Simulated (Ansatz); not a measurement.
Rows from a G0W0 calculation on GaP (zincblende (110) film, 3 layers) (Ansatz 0.2.0; G0W0 on LDA, plane waves, PAW; 6×4×1 mesh, 700 empty bands, screening to 60 eV), in eV. Spin-orbit coupling is left out.

```tsv
row	Σx	Σc	Vxc	Z
A	-16.92	1.21	-15.43	0.73
B	-8.73	-3.26	-12.69	0.74
C	-7.58	-3.48	-11.73	0.74
D	-7.93	-3.56	-12.22	0.73
E	-15.09	1.71	-12.97	0.70
F	-7.00	-3.16	-10.73	0.74
```

**Question.** Which rows are filled states and which are empty ones, and how can one tell?

Filled: A and E. Empty: B, C, D and F. The sign of Σc tells: for a filled state bare exchange, which holds its interaction with itself, lies below Vxc (Σx − Vxc is -1.5 eV or lower here) and screening gives part back as a positive Σc. For an empty state Σx lies above Vxc (+3.7 eV or more) and the Coulomb hole leaves Σc negative.

[Paths, hosts, dates, memory and timing lines, banners, echoed tables and standing remarks are left out of the program output.]

[Logs are printed without paths, hosts, clocks, repeated set-up lines and the standing remarks that a program may print on its own settings, such as how far it seeks lower states.]

[Runs of the session that timed out or met a known fault of the program may be left out.]

[Cells called generated may have been cut or substituted from an entry of the Crystallography Open Database or the Materials Project.]

[Hosts, paths, dates, database ids (printed as entryN), source tags and the programs' standing remarks are cut or masked in the printed files.]
